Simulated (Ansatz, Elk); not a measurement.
**How far do independent atoms describe Hf4CdCo?**

The structure of Hf4CdCo used here is made up (a known structure type with other elements) and was relaxed beforehand with PBEsol. The aim is the Fourier transform of its all-electron density, F(hkl), set beside the sum over free spherical atoms that refinements use.

Main program and level: Elk 11.2.3 (patched build); DFT, PBE, all-electron APW+lo, Dirac cores, scalar-relativistic bands, static density, no spin.

This account leaves out most program logs.

The structure was built from a prototype and need not be the compound's stable phase.

### 1. The structure

It takes space group I422 (No. 97, tetragonal). Conventional cell: a = 6.651 Å, b = 6.651 Å, c = 5.163 Å, α = 90.00°, β = 90.00°, γ = 90.00°. Nearest to Hf lie 2 Cd at 2.82 Å and 2 Co at 2.82 Å and 3 Hf at 2.95 to 3.12 Å. Nearest to Cd lie 2 Co at 2.58 Å and 8 Hf at 2.82 Å. Nearest to Co lie 2 Cd at 2.58 Å and 8 Hf at 2.82 Å. Farther neighbours are not listed.

### 2. Ground state and structure factors

An all-electron density is needed, since X-rays see the cores too. Task 0 finds the density and task 195 Fourier-transforms it; tshift is off so that phases refer to the origin typed.

Input file elk.in:

```
tasks
  0
  195

xctype
  20

spinpol
  .false.

rgkmax
  7.0

gmaxvr
  14.0

lmaxo
  7

lmaxapw
  8

swidth
  0.002

tshift
  .false.

ramdisk
  .false.

hmaxvr
  5.5

maxscl
  120

epspot
  1e-06

sppath
  './'

avec
  -6.28451331734 6.28451331734 4.87796703274
  6.28451331734 -6.28451331734 4.87796703274
  6.28451331734 6.28451331734 -4.87796703274

atoms
  3
  'Hf.in'
  4
  0.9068995049 0.0931004951 0.5000000000   0.000000 0.000000 0.000000
  0.5931004951 0.4068995049 0.5000000000   0.000000 0.000000 0.000000
  0.0931004951 0.5931004951 0.1862009902   0.000000 0.000000 0.000000
  0.4068995049 0.9068995049 0.8137990098   0.000000 0.000000 0.000000
  'Cd.in'
  1
  0.0000000000 0.0000000000 0.0000000000   0.000000 0.000000 0.000000
  'Co.in'
  1
  0.5000000000 0.5000000000 0.0000000000   0.000000 0.000000 0.000000

ngridk
  6 6 6
```

Run with:

```sh
> OMP_NUM_THREADS=4 elk
```

Elapsed: 2.3 min, on 4 threads of Arm Neoverse V1, shared host; peak memory 0.32 GiB; 7.7 min of CPU time.

SFACRHO.OUT:

```text

h k l indices transformed by vhmat matrix:
   1.000000000       0.000000000       0.000000000    
   0.000000000       1.000000000       0.000000000    
   0.000000000       0.000000000       1.000000000    

      h      k      l  multipl.   |H|            Re(F)            Im(F)           |F|

      0      0      0      1   0.0000000       363.00000      0.37777330E-16   363.00000    
      0      0      1      4  0.70695736      -13.052493     -0.13514188E-14   13.052493    
      0      1      0      8  0.81527810       19.295760      0.67624088E-13   19.295760    
      1     -1      1      4  0.99978869      -35.326899     -0.12728199E-14   35.326899    
      1      1     -1      2   1.2880746      -183.74814     -0.92079650E-13   183.74814    
      0     -1     -1      8   1.2900604       17.738551       187.53400       188.37107    
     -1      0     -1      8   1.2900604       17.738551      -187.53400       188.37107    
      0      0      2      4   1.4139147       94.960370      0.82314842E-14   94.960370    
      0     -2      1      8   1.4693280       129.96962     -0.57107604E-13   129.96962    
      2     -2     -1      8   1.5808047       182.30792      0.22630157E-13   182.30792    
     -2      0      0      8   1.6305562       145.51845     -0.44579424E-13   145.51845    
      2     -1     -2      8   1.6321254       16.680681      0.15252377E-13   16.680681    
      1     -3      1      8   1.9126659       18.291857      0.62931702E-13   18.291857    
      3     -2     -1      8   1.9140038       15.841659      -36.931225       40.185489    
     -2      3     -1      8   1.9140038       15.841659       36.931225       40.185489    
     -1     -2      2      8   1.9957331       15.553023      0.51690021E-13   15.553023    
      2     -2      2      4   1.9995774      -99.475405      0.35249727E-13   99.475405    
      2      0     -3      8   2.0391370      -66.167686     -0.19983229E-01   66.167689
```

Elk indexes on the primitive cell of elk.in and gives |H| = 4π sin θ/λ in inverse bohr. Below, one row stands for each form hkl of the conventional cell (m members, Friedel mates merged), F is for one primitive cell and the density is static (no thermal factor). Free-atom factors are Waasmaier and Kirfel's, and R is Σm||F|−|F'||/Σm|F|.

| hkl | m | sin θ/λ (Å⁻¹) | abs F, DFT | neutral atoms | diff. | abs of complex diff. |
| --- | --- | --- | --- | --- | --- | --- |
| 110 | 4 | 0.106 | 13.053 | 13.166 | -0.113 | 0.113 |
| 101 | 8 | 0.123 | 19.296 | 19.621 | -0.325 | 0.325 |
| 200 | 4 | 0.150 | 35.327 | 35.535 | -0.208 | 0.208 |
| 002 | 2 | 0.194 | 183.748 | 184.525 | -0.777 | 0.777 |
| 211 | 16 | 0.194 | 188.371 | 188.980 | -0.609 | 0.637 |
| 220 | 4 | 0.213 | 94.960 | 95.379 | -0.418 | 0.418 |
| 112 | 8 | 0.221 | 129.970 | 130.540 | -0.570 | 0.570 |
| 310 | 8 | 0.238 | 182.308 | 183.084 | -0.776 | 0.776 |
| 202 | 8 | 0.245 | 145.518 | 146.014 | -0.496 | 0.496 |
| 301 | 8 | 0.245 | 16.681 | 16.739 | -0.058 | 0.058 |
| 222 | 8 | 0.288 | 18.292 | 18.577 | -0.285 | 0.285 |
| 321 | 16 | 0.288 | 40.185 | 40.246 | -0.061 | 0.100 |
| 103 | 8 | 0.300 | 15.553 | 15.538 | +0.015 | 0.015 |
| 400 | 4 | 0.301 | 99.475 | 99.435 | +0.041 | 0.041 |

### 3. The highest occupied states alone

An energy window below the Fermi level keeps the highest occupied states, to see at which angles they scatter; shallow core shells can lie inside it and anion s states outside. No new self-consistency is needed.

Changes to elk.in since step 2:

```diff
@@ -1,3 +1,2 @@
 tasks
-  0
   195
@@ -40,2 +39,5 @@
 
+wsfac
+  -0.117380 0.623610
+
 sppath
```

Run with:

```sh
> OMP_NUM_THREADS=4 elk
```

The job ended after 23 s (4 threads; peak memory 0.24 GiB; 34 s of CPU time).

States within 12 eV below the Fermi level hold 93.00 electrons; any levels below the window count with the cores. Their amplitudes can exceed the total, where window and core parts have opposite phase:

| hkl | sin θ/λ (Å⁻¹) | abs F, window | abs F, all |
| --- | --- | --- | --- |
| 110 | 0.106 | 1.901 | 13.053 |
| 101 | 0.123 | 1.718 | 19.296 |
| 200 | 0.150 | 7.387 | 35.327 |
| 002 | 0.194 | 37.572 | 183.748 |
| 211 | 0.194 | 37.269 | 188.371 |
| 220 | 0.213 | 16.794 | 94.960 |
| 112 | 0.221 | 23.250 | 129.970 |
| 310 | 0.238 | 32.569 | 182.308 |
| 202 | 0.245 | 25.324 | 145.518 |
| 301 | 0.245 | 0.223 | 16.681 |

### 4. Another functional

The difference from free atoms is small, so it is set against the change that LDA (Perdew-Wang) makes.

Changes to elk.in since step 3:

```diff
@@ -1,2 +1,3 @@
 tasks
+  0
   195
@@ -4,3 +5,3 @@
 xctype
-  20
+  3
 
@@ -39,5 +40,2 @@
 
-wsfac
-  -0.117380 0.623610
-
 sppath
```

Run with:

```sh
> OMP_NUM_THREADS=4 elk
```

Elapsed: 69 s, on 4 threads; peak memory 0.22 GiB; 3.9 min of CPU time.

Against the first run R = 0.01 %; the largest change is -0.065 at 402.

### 5. Basis size

The basis and the expansions that go with it are enlarged, to see whether the differences are converged.

Changes to elk.in since step 4:

```diff
@@ -5,3 +5,3 @@
 xctype
-  3
+  20
 
@@ -11,12 +11,12 @@
 rgkmax
-  7.0
+  8.5
 
 gmaxvr
-  14.0
+  18.0
 
 lmaxo
-  7
+  9
 
 lmaxapw
-  8
+  10
```

Run with:

```sh
> OMP_NUM_THREADS=4 elk
```

It took 4.6 min on 4 threads; peak memory 0.57 GiB; 15 min of CPU time.

Against the first run R = 0.01 %; the largest change is -0.037 at 004.

### 6. Settings against the effect

| run | R against the first run (%) | R against neutral atoms, low angle (%) | wall time |
| --- | --- | --- | --- |
| PBE, rgkmax 7 | 0.00 | 0.41 | 2.3 min |
| LDA (Perdew-Wang) | 0.01 | 0.41 | 69 s |
| rgkmax 8.5 with larger expansions | 0.01 | 0.41 | 4.6 min |

### 7. Summary of results

| Quantity | Value |
| --- | --- |
| R against neutral atoms, sin θ/λ < 0.3 Å⁻¹ | 0.41 % |
| R against neutral atoms, 0.3 to 0.77 Å⁻¹ | 0.20 % |

In words: Independent neutral atoms miss the calculated amplitudes by R = 0.41 % below 0.3 Å⁻¹ and 0.20 % from there to 0.77 Å⁻¹; by shells, 1.48 % below 0.15 Å⁻¹ (2 forms), 0.38 % 0.15 to 0.3 (10 forms), 0.12 % 0.3 to 0.45 (24 forms), 0.22 % above 0.45 (113 forms). Bonding, aspherical density and the tables' own atoms all enter these figures, and the runs don't part them. The largest change of an amplitude is -0.78 electrons, at 002. R counts amplitudes alone; phases shift too. The window's part falls from 93.0 electrons at the origin to at most 27.02 between 0.45 and 0.77 Å⁻¹, where compact states inside the window still scatter. The window holds more than the 37 outer electrons of the free atoms, so shallow core shells lie inside it. Below 0.3 Å⁻¹ the changes that finished (LDA (Perdew-Wang) and rgkmax 8.5 with larger expansions) move F by R = 0.02 % at most, against the 0.41 % that separates it from free atoms. The k-mesh has no finished test. These runs have no spin, though d or f shells may be open. Spin-orbit coupling is left out, which can matter for elements this heavy. Part of the difference isn't bonding: the tables are fits to free atoms and ions calculated by other methods than this functional. Thermal motion, anomalous dispersion and extinction are left out.

[Logs are printed without paths, hosts, clocks, repeated set-up lines and the standing remarks that a program may print on its own settings, such as how far it seeks lower states.]

[Hosts, paths, dates, database ids (printed as entryN), source tags and the programs' standing remarks are cut or masked in the printed files.]
